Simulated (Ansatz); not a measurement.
**How fast states decay through Li2CaF4**

Wanted: the relaxed cell of Li2CaF4, its band edges and its decay constants. It is built by putting Li for Cs in the Cs2CaF4 structure of space group I4/mmm, with the volume rescaled by atomic radii. The parent structure comes from the Materials Project.

Main program and level: Ansatz 0.2.0; r2SCAN DFT, plane waves, PAW files, in the first sound run; inputs show where later runs differ.

The structure was built from a prototype and need not be the compound's stable phase.

**1. Set-up**

Symmetry: I4/mmm, No. 139, tetragonal system. Conventional cell: a = 3.656 Å, b = 3.656 Å, c = 12.054 Å, α = 90.00°, β = 90.00°, γ = 90.00°. Nearest to Li lie 1 F at 2.39 Å. Nearest to Ca lie 6 F at 1.83 Å. F has 2 Ca at 1.83 Å nearest. F has 1 Ca at 1.83 Å and 1 Li at 2.39 Å nearest. It derives from Cs2CaF4. Li for Cs in the Cs2CaF4 structure of space group I4/mmm. Farther neighbours and most contacts between anions are not listed.

**2. Relaxing the new crystal**

The substituted atoms don't fit the parent's cell, so cell and atoms relax together. A small smearing keeps the run stable in case the gap closes on the way.

Contents of input.yaml:

```yaml
crystal:
  lattice:
    - [-1.8278293851, 1.8278293851, 6.0269005327]
    - [1.8278293851, -1.8278293851, 6.0269005327]
    - [1.8278293851, 1.8278293851, -6.0269005327]
  atoms:
    - { symbol: Li, position: [0.64931373, 0.64931373, 0.0] }
    - { symbol: Li, position: [0.35068627, 0.35068627, 0.0] }
    - { symbol: Ca, position: [0.0, 0.0, 0.0] }
    - { symbol: F, position: [0.0, 0.5, 0.5] }
    - { symbol: F, position: [0.5, 0.0, 0.5] }
    - { symbol: F, position: [0.84789816, 0.84789816, 0.0] }
    - { symbol: F, position: [0.15210184, 0.15210184, 0.0] }
kpoints:
  mp_grid: { grid: [8, 8, 8] }
scf:
  occupations: { method: gaussian, width: 0.03 }
hamiltonian:
  xc: r2scan
output:
  forces: true
  stress: true
relax:
  f_tol: 0.02
  max_steps: 60
  cell: {}
```

On the command line:

```sh
$ ansatz run input.yaml --threads 2 --pin off --max-ram 4096MiB --backend cpu --events-out ev --progress --plain --runs-dir out
```

Numbers of over 12 decimals in the logs are rounded to 6 here.

Output:

```text
basis.fft_grid_basis auto: the FFT boxes are laid along the combinations [[1, 0, 1], [0, 1, 1], [0, 0, 1]] of the cell's own vectors, 3.656, 3.656 and 6.558 Å long. The dense box has 27×27×48 points. Along the cell's own vectors, as sized, it would have 48×48×48, 3.16 times as many. Of the 16 symmetry operations that the crystal satisfies within crystal.symmetry.tolerance (time reversal apart; of a slab, those that k [...]
Engine: ansatz 0.2.0, x86_64-unknown-linux-gnu
Pseudopotentials: kind: paw
Pseudopotential: Li, paw, valence charge 3, recommended cutoff 500 eV (meta_gga), Li.paw.azcp
Pseudopotential: Ca, paw, valence charge 10, recommended cutoff 500 eV (meta_gga), Ca.paw.azcp
Pseudopotential: F, paw, valence charge 7, recommended cutoff 500 eV (meta_gga), F.paw.azcp
Functional definition: r2SCAN
  parameter k0 = 0.174
  parameter k1 = 0.065
  parameter a1 = 4.9479
  exchange = r2scan_x(k0 = k0, k1 = k1, a1 = a1)
  correlation = r2scan_c
Crystal: 7 atoms, lattice volume = 80.543 Å³
Basis set: ecut = 500 eV, 2025 PW (Γ), FFT grids on a1+a3, a2+a3, a3, exchange–correlation on 108×108×192 points (64 copies of the dense FFT grid, shifted against one another)
Bands: 29, of which v1, the nominal top of the filled ones, is band 22 counted from 1 (21 counted from 0)
Symmetry: 16 space group operations
Space group: I4/mmm (ITA 139), of the structure as read, at distance tolerance 4.3e-5 Å
k-points: 59 of 512
Non-local potential: Li, projectors of the file, l = 0: 3, l = 1: 2, l = 2: 1
Non-local potential: Ca, projectors of the file, l = 0: 3, l = 1: 2, l = 2: 2
Non-local potential: F, projectors of the file, l = 0: 2, l = 1: 2, l = 2: 1
PAW form: soft (Blöchl's): semilocal exchange-correlation on the pseudo side does not see the compensation charge
PAW frozen core: Ca, regenerated for the run's functional (the file was generated under x = pbe(κ = 0.804, μ = 0.219515), c = pbe(β = 0.066725))
PAW frozen core: F, regenerated for the run's functional (the file was generated under x = pbe(κ = 0.804, μ = 0.219515), c = pbe(β = 0.066725))
PAW one-centre angular grid: Li, 302 points (default); XC on 327 of its mesh's 2665 points in the sphere
PAW one-centre angular grid: Ca, 302 points (default); XC on 160 Gauss nodes
PAW one-centre angular grid: F, 302 points (default); XC on 160 Gauss nodes
Initial density: superposition of atomic densities (neutral atoms: chi_scale 0, normalization atom), corrected by the library's trained network
Initial wavefunctions: pseudopotential atomic-orbital guess
Functional: x = r2scan, c = r2scan; τ floored in thin density (d = 2e-4 eV/Å³)
SCF iter   1: F=—  HF=-5474.853942 eV  |F-HF|=—  |Δ(HF+E_count)|=         —  Δρ=1.34e-2  dr2=1.49e-1  dr2_τ=3.52e-1  ethr=1.77e-3  ⟨swp⟩=6.9  Hψ=8874  notcnv=0  defer=2
preconditioner: auto → Resta (q_TF=auto, 2.467 Å⁻¹)  ε∞=2.7  [insulator: Δε(μ)=5.514 eV  Ē_g=19.411 eV  σ=0.030 eV  W_gap=1.00  n_scr=24 (ndim 8)  ℏωp=25.5 eV  f_vac=0.158  D(μ)=0.00/eV (n_scr^D=0)  ε∞_Penn≈2.7]
SCF iter   2: F=—  HF=-5475.087180 eV  |F-HF|=—  |Δ(HF+E_count)|=   2.33e-1  Δρ=4.96e-3  dr2=2.35e-2  dr2_τ=2.32e-3  ethr=3.40e-4  ⟨swp⟩=3.0  Hψ=3730  notcnv=0  defer=123
SCF iter   3: F=—  HF=-5475.085165 eV  |F-HF|=—  |Δ(HF+E_count)|=   2.01e-3  Δρ=2.03e-3  dr2=6.10e-3  dr2_τ=2.80e-4  ethr=5.34e-5  ⟨swp⟩=2.8  Hψ=2161  notcnv=0  defer=64
automatic band count: iteration 3 solves 28 bands in place of 29: the levels show a gap, and the empty bands left out lie too high to hold charge; the band table lists the bands solved (type scf.n_extra_bands for more)
SCF iter   4: F=—  HF=-5475.083818 eV  |F-HF|=—  |Δ(HF+E_count)|=   1.35e-3  Δρ=5.09e-4  dr2=2.03e-4  dr2_τ=1.81e-5  ethr=1.39e-5  ⟨swp⟩=2.4  Hψ=2547  notcnv=0  defer=64
SCF iter   5: F=—  HF=-5475.083867 eV  |F-HF|=—  |Δ(HF+E_count)|=   4.95e-5  Δρ=2.56e-4  dr2=3.15e-5  dr2_τ=3.25e-6  ethr=4.61e-7  ⟨swp⟩=2.3  Hψ=2671  notcnv=0  defer=64
SCF iter   6: F=—  HF=-5475.083863 eV  |F-HF|=—  |Δ(HF+E_count)|=   4.23e-6  Δρ=8.39e-5  dr2=2.67e-6  dr2_τ=4.41e-7  ethr=7.15e-8  ⟨swp⟩=2.0  Hψ=2649  notcnv=0  defer=64
SCF iter   7: F=-5475.083863 eV  HF=-5475.083863 eV  |F-HF|=4.34e-8  |Δ(HF+E_count)|=   8.56e-8  Δρ=1.22e-5  dr2=9.95e-8  dr2_τ=1.65e-8  ethr=2.27e-10  ⟨swp⟩=3.0  Hψ=6500  notcnv=0
SCF 1 converged in 7 iterations: F = -5475.083863 eV  dr2 = 9.95e-8
  greatest PAW one-centre occupation: 1.007 electrons in one spin orbital (limit 2), on the Ca atom at site 2 (counted from 0), in its partial waves of l = 1
relax step   1: F+E_penalty+E_count = -5475.08386291 eV  Δ(F+E_penalty+E_count) = +0.000e0 eV  max|allowed force component| = 8.652e0 eV/Å  Δτ_max = 0.0000 Å  P = +52.378 GPa  Ω = 80.543 Å³  (7 SCF iters, dr2 threshold 1.00e-7 eV, accepted)
Crystal: 7 atoms, lattice volume = 89.160 Å³
Basis set: ecut = 500 eV, 2211 PW (Γ), FFT grids on a1+a3, a2+a3, a3, exchange–correlation on 108×108×192 points (64 copies of the dense FFT grid, shifted against one another)
Initial density: handed on by an earlier stage of this run
Initial wavefunctions: those handed on with the density
iter 1 solved again at ethr=8.90e-4 eV; its pass at ethr=3.10e-3 eV (dr2=3.92e-1 eV) is discarded
SCF iter   1: F=—  HF=-5478.485791 eV  |F-HF|=—  |Δ(HF+E_count)|=         —  Δρ=2.12e-2  dr2=3.92e-1  dr2_τ=3.74e0  ethr=8.90e-4  ⟨swp⟩=1.0  Hψ=9341  notcnv=0
automatic band count: iteration 1 solves 26 bands in place of 29: the levels show a gap, and the empty bands left out lie too high to hold charge; the band table lists the bands solved (type scf.n_extra_bands for more)
preconditioner: auto → Resta (q_TF=auto, 2.425 Å⁻¹)  ε∞=3.0  [insulator: Δε(μ)=5.157 eV  Ē_g=17.121 eV  σ=0.030 eV  W_gap=1.00  n_scr=24 (ndim 8)  ℏωp=24.2 eV  f_vac=0.233  D(μ)=0.00/eV (n_scr^D=0)  ε∞_Penn≈3.0]
SCF iter   2: F=—  HF=-5479.048131 eV  |F-HF|=—  |Δ(HF+E_count)|=   5.62e-1  Δρ=9.91e-3  dr2=8.59e-2  dr2_τ=6.74e-3  ethr=8.90e-4  ⟨swp⟩=3.2  Hψ=2912  notcnv=0
SCF iter   3: F=—  HF=-5479.023034 eV  |F-HF|=—  |Δ(HF+E_count)|=   2.51e-2  Δρ=5.15e-3  dr2=1.90e-2  dr2_τ=2.11e-3  ethr=1.95e-4  ⟨swp⟩=2.9  Hψ=3316  notcnv=0
SCF iter   4: F=—  HF=-5479.017701 eV  |F-HF|=—  |Δ(HF+E_count)|=   5.33e-3  Δρ=1.38e-3  dr2=2.32e-3  dr2_τ=1.79e-4  ethr=4.31e-5  ⟨swp⟩=3.4  Hψ=2528  notcnv=0
SCF iter   5: F=—  HF=-5479.017107 eV  |F-HF|=—  |Δ(HF+E_count)|=   5.94e-4  Δρ=4.48e-4  dr2=1.25e-4  dr2_τ=2.30e-5  ethr=5.27e-6  ⟨swp⟩=2.3  Hψ=2451  notcnv=0
SCF iter   6: F=—  HF=-5479.017127 eV  |F-HF|=—  |Δ(HF+E_count)|=   1.98e-5  Δρ=1.93e-4  dr2=2.30e-5  dr2_τ=1.93e-6  ethr=2.84e-7  ⟨swp⟩=2.1  Hψ=2861  notcnv=0
[...]
relax step   5: F+E_penalty+E_count = -5481.85689803 eV  Δ(F+E_penalty+E_count) = -2.962e-1 eV  max|allowed force component| = 4.287e-1 eV/Å  Δτ_max = 0.1943 Å  P = +4.087 GPa  Ω = 98.810 Å³  energy of the carried Pulay correction = -1.172e-2 eV  (7 SCF iters, dr2 threshold 7.00e-7 eV, accepted)
relax step   6: F+E_penalty+E_count = -5481.95363875 eV  Δ(F+E_penalty+E_count) = -9.674e-2 eV  max|allowed force component| = 1.637e-1 eV/Å  Δτ_max = 0.0344 Å  P = +2.210 GPa  Ω = 100.569 Å³  energy of the carried Pulay correction = -1.266e-2 eV  (7 SCF iters, dr2 threshold 7.00e-7 eV, accepted)
relax step   7: F+E_penalty+E_count = -5482.00007327 eV  Δ(F+E_penalty+E_count) = -4.643e-2 eV  max|allowed force component| = 9.726e-2 eV/Å  Δτ_max = 0.0314 Å  P = +0.011 GPa  Ω = 103.229 Å³  energy of the carried Pulay correction = -1.403e-2 eV  (7 SCF iters, dr2 threshold 7.00e-7 eV, accepted)
relax step   8: F+E_penalty+E_count = -5482.00195393 eV  Δ(F+E_penalty+E_count) = -1.881e-3 eV  max|allowed force component| = 2.607e-2 eV/Å  Δτ_max = 0.0110 Å  P = +0.019 GPa  Ω = 103.048 Å³  energy of the carried Pulay correction = -1.393e-2 eV  (5 SCF iters, dr2 threshold 7.00e-7 eV, accepted)
relax step   9: F+E_penalty+E_count = -5482.00210854 eV  Δ(F+E_penalty+E_count) = -1.546e-4 eV  max|allowed force component| = 1.447e-2 eV/Å  Δτ_max = 0.0108 Å  P = +0.032 GPa  Ω = 102.786 Å³  energy of the carried Pulay correction = -1.380e-2 eV  (6 SCF iters, dr2 threshold 4.25e-8 eV, accepted)
relax step  10: F+E_penalty+E_count = -5482.00210633 eV  Δ(F+E_penalty+E_count) = +2.204e-6 eV  max|allowed force component| = 7.831e-4 eV/Å  Δτ_max = 0.0056 Å  P = +0.003 GPa  Ω = 102.951 Å³  energy of the carried Pulay correction = -1.389e-2 eV  (8 SCF iters, accepted)
relax step  11: F+E_penalty+E_count = -5482.08108029 eV  Δ(F+E_penalty+E_count) = -7.897e-2 eV  max|allowed force component| = 2.558e-3 eV/Å  Δτ_max = 0.0000 Å  P = +1.324 GPa  Ω = 102.951 Å³  stress off target by 1.89e0 GPa  SCF on the basis re-selected at this cell (its energy is not comparable with the rows above)  (8 SCF iters)
relax step  12: F+E_penalty+E_count = -5482.09528174 eV  Δ(F+E_penalty+E_count) = -1.420e-2 eV  max|allowed force component| = 2.677e-2 eV/Å  Δτ_max = 0.0060 Å  P = +0.558 GPa  Ω = 104.548 Å³  energy of the carried Pulay correction = -8.595e-4 eV  (5 SCF iters, dr2 threshold 7.00e-7 eV, accepted)
relax step  13: F+E_penalty+E_count = -5482.09608498 eV  Δ(F+E_penalty+E_count) = -8.032e-4 eV  max|allowed force component| = 7.932e-2 eV/Å  Δτ_max = 0.0104 Å  P = -0.258 GPa  Ω = 106.058 Å³  energy of the carried Pulay correction = -1.657e-3 eV  (5 SCF iters, dr2 threshold 7.00e-7 eV, accepted)
relax step  14: F+E_penalty+E_count = -5482.09711702 eV  Δ(F+E_penalty+E_count) = -1.032e-3 eV  max|allowed force component| = 1.041e-2 eV/Å  Δτ_max = 0.0052 Å  P = -0.005 GPa  Ω = 105.664 Å³  energy of the carried Pulay correction = -1.450e-3 eV  (4 SCF iters, dr2 threshold 6.34e-7 eV, accepted)
relax step  15: F+E_penalty+E_count = -5482.09712096 eV  Δ(F+E_penalty+E_count) = -3.947e-6 eV  max|allowed force component| = 1.364e-4 eV/Å  Δτ_max = 0.0008 Å  P = +0.001 GPa  Ω = 105.689 Å³  energy of the carried Pulay correction = -1.463e-3 eV  (4 SCF iters, dr2 threshold 1.11e-8 eV, accepted)
iter 1 solved again at ethr=5.21e-8 eV; its pass at ethr=3.10e-3 eV (dr2=2.29e-5 eV) is discarded
SCF iter   1: F=—  HF=-5482.098166 eV  |F-HF|=—  |Δ(HF+E_count)|=         —  Δρ=2.07e-4  dr2=1.89e-6  dr2_τ=4.31e-6  ethr=5.21e-8  ⟨swp⟩=3.2  Hψ=14258  notcnv=0
preconditioner: auto → Resta (q_TF=auto, 2.358 Å⁻¹)  ε∞=2.6  [insulator: Δε(μ)=6.150 eV  Ē_g=17.863 eV  σ=0.030 eV  W_gap=1.00  n_scr=32 (ndim 8)  ℏωp=22.3 eV  f_vac=0.236  D(μ)=0.00/eV (n_scr^D=0)  ε∞_Penn≈2.6]
SCF iter   2: F=—  HF=-5482.098490 eV  |F-HF|=—  |Δ(HF+E_count)|=   3.25e-4  Δρ=1.06e-4  dr2=4.71e-7  dr2_τ=8.05e-6  ethr=4.29e-9  ⟨swp⟩=2.0  Hψ=3009  notcnv=0
SCF iter   3: F=—  HF=-5482.098408 eV  |F-HF|=—  |Δ(HF+E_count)|=   8.26e-5  Δρ=2.08e-5  dr2=1.90e-7  dr2_τ=1.23e-7  ethr=1.07e-9  ⟨swp⟩=2.0  Hψ=3009  notcnv=0
SCF iter   4: F=—  HF=-5482.098407 eV  |F-HF|=—  |Δ(HF+E_count)|=   8.74e-7  Δρ=4.54e-6  dr2=3.05e-9  dr2_τ=1.26e-8  ethr=4.31e-10  ⟨swp⟩=2.0  Hψ=2714  notcnv=0
SCF iter   5: F=—  HF=-5482.098407 eV  |F-HF|=—  |Δ(HF+E_count)|=   9.46e-8  Δρ=5.97e-7  dr2=3.16e-10  dr2_τ=4.67e-11  ethr=6.93e-12  ⟨swp⟩=2.0  Hψ=3009  notcnv=0
SCF iter   6: F=-5482.098407 eV  HF=-5482.098407 eV  |F-HF|=9.09e-13  |Δ(HF+E_count)|=  1.37e-10  Δρ=1.14e-7  dr2=1.77e-11  dr2_τ=8.93e-13  ethr=1.00e-12  ⟨swp⟩=4.0  Hψ=5128  notcnv=0
SCF 16 converged in 6 iterations: F = -5482.098407 eV  dr2 = 1.77e-11
relax step  16: F+E_penalty+E_count = -5482.09840684 eV  Δ(F+E_penalty+E_count) = -1.286e-3 eV  max|allowed force component| = 7.405e-5 eV/Å  Δτ_max = 0.0000 Å  P = -0.017 GPa  Ω = 105.689 Å³  stress off target by 2.03e-2 GPa  SCF on the basis re-selected at this cell (its energy is not comparable with the rows above)  (6 SCF iters)
basis re-selected at this cell: Δ(F+E_penalty+E_count) = -1.286e-3 eV, ΔP = -0.017 GPa vs the last step (what re-selecting the basis moved, of the pressure what is left beyond the Pulay correction that the steps carried, after the strain that the cell walked since its last selection, with what the two solves' SCF thresholds leave and, on support functions, any second-order correction that the steps lacked; it is no m [...]
SCF converged after 6 iterations
Free energy (F): -5482.098407 eV
Harris-Foulkes:  -5482.098407 eV  (|F-HF|=9.09e-13)
Internal energy: -5482.098407 eV  (E = F + TS)
E sigma→0 (E₀):  -5482.098407 eV
Fermi energy:    2.252289 eV
--- Per-component energies (eV) ---
  E_band       = -581.570082
  E_kinetic    = 1158.376211
  E_local      = -3982.035908  (includes V_loc(G=0)·N_el)
  E_nonlocal   = 287.944827
  E_hartree    = 1485.119063
  E_xc         = -477.568704
  E_vxc        = -694.773647  (∫ρ·V_xc dr)
  E_paw        = -1719.762321  (= ΣΔE_a)
  E_vpaw       = -370.949815  (= ΣTr[D̂ρ^β])
  E_aug_tail   = 0.003904  (compensation charges beyond the density's cutoff)
  E_vtau       = 49.626117  (kinetic-family band-sum trace: ∫τ·v_τ [+ j·A + Jᵃ·Aᵃ] dr)
  E_ewald      = -2233.829247
  E_core_change = -0.346231  (= ΣΔE_core)
  E_smearing   = -0.000000  (= −TS)
  E_closure    = -0.000000  (closes the sum)
  Σ components = -5482.098407   (vs F -5482.098407, Δ=0.00e0)
--- Forces (eV/Å), atoms counted from 1 ---
  atom   1  Li    -0.00000000    -0.00000000     0.00007405
  atom   2  Li     0.00000000     0.00000000    -0.00007405
  atom   3  Ca     0.00000000     0.00000000     0.00000000
  atom   4  F      0.00000000    -0.00000000    -0.00000000
  atom   5  F      0.00000000     0.00000000    -0.00000000
  atom   6  F     -0.00000000     0.00000000     0.00002398
  atom   7  F      0.00000000     0.00000000    -0.00002398
  max |Σ_I F_I| component: 4.88e-19 eV/Å
--- Stress (GPa, compression-positive) ---
       -0.020264      -0.000000       0.000000
       -0.000000      -0.020264      -0.000000
        0.000000      -0.000000      -0.009107
  P = ⅓ Tr σ = -0.0165 GPa (-0.165 kbar)
--- Relaxed structure (14 steps of the walk, 14 accepted, 2 SCFs on fresh bases) ---
  F+E_penalty+E_count = -5482.09840684 eV   max|allowed force component| = 7.405e-5 eV/Å   (the final SCF, on the basis selected at the relaxed cell)
  cell:  # Å, volume = 105.6887 Å³
    - [-2.190383, 2.190383, 5.507170]
    - [2.190383, -2.190383, 5.507170]
    - [2.190383, 2.190383, -5.507170]
  atoms:
    - { symbol: Li, position: [0.648147, 0.648147, 0] }
    - { symbol: Li, position: [0.351853, 0.351853, 0] }
    - { symbol: Ca, position: [-6.887363476220322e-19, -6.887363476220324e-19, 0] }
    - { symbol: F, position: [-6.887363476220312e-19, 0.5, 0.5] }
    - { symbol: F, position: [0.5, -6.887363476220318e-19, 0.5] }
    - { symbol: F, position: [0.802006, 0.802006, 0] }
    - { symbol: F, position: [0.197994, 0.197994, 0] }
```

The job ended after 1.8 min (2 threads of Intel Xeon 6975P-C (Granite Rapids), shared host; peak memory 0.77 GiB).

Step by step:

```
step  energy less that of the first step (eV)  largest force component (eV/Å)  pressure (GPa)  volume (Å³)
   1                                   0.0000                          8.6522           52.38        80.54
   2                                  -3.9333                          3.7405           23.90        89.16
   3                                  -5.9147                          2.0503           10.04        96.28
   4                                  -6.4768                          1.9595            8.10        98.19
   5                                  -6.7730                          0.4287            4.09        98.81
   6                                  -6.8698                          0.1637            2.21       100.57
   7                                  -6.9162                          0.0973            0.01       103.23
   8                                  -6.9181                          0.0261            0.02       103.05
   9                                  -6.9182                          0.0145            0.03       102.79
  10                                  -6.9182                          0.0008            0.00       102.95
 11*                                  -6.9972                          0.0026            1.32       102.95
  12                                  -7.0114                          0.0268            0.56       104.55
  13                                  -7.0122                          0.0793           -0.26       106.06
  14                                  -7.0133                          0.0104           -0.01       105.66
  15                                  -7.0133                          0.0001            0.00       105.69
 16*                                  -7.0145                          0.0001           -0.02       105.69
```

Relaxation steps marked * repeat the geometry before them on a plane-wave basis chosen anew for their cell, so energy and pressure can jump there.

Forces are held to the 16 operations that the run works with; a distortion that breaks them can't arise in this run.

```
     cell as run  before   after   change
           a (Å)   6.558   6.319   -3.6 %
           b (Å)   6.558   6.319   -3.6 %
           c (Å)   6.558   6.319   -3.6 %
           α (°)  147.63  139.43   -5.6 %
           β (°)  147.63  139.43   -5.6 %
           γ (°)   46.43   58.71  +26.5 %
volume (Å³/atom)   11.51   15.10  +31.2 %
```

The atoms that moved most (Å, as changes of fractional coordinates times the final cell):

```
atom     dx     dy      dz  length
  F6  0.000  0.000  -0.505   0.505
  F7  0.000  0.000   0.505   0.505
 Li2  0.000  0.000   0.013   0.013
 Li1  0.000  0.000  -0.013   0.013
```

Numbers from this step:

| Item | Value |
| --- | --- |
| free energy | -5482.0984 eV |
| Fermi energy | 2.252 eV |
| pressure | -0.01654 GPa |

The largest force component on a free atom ends at 7.4e-5 eV/Å.

[end of part 1 of 3]

[Logs are printed without paths, hosts, clocks, repeated set-up lines and the standing remarks that a program may print on its own settings, such as how far it seeks lower states.]

[Hosts, paths, dates, database ids (printed as entryN), source tags and the programs' standing remarks are cut or masked in the printed files.]
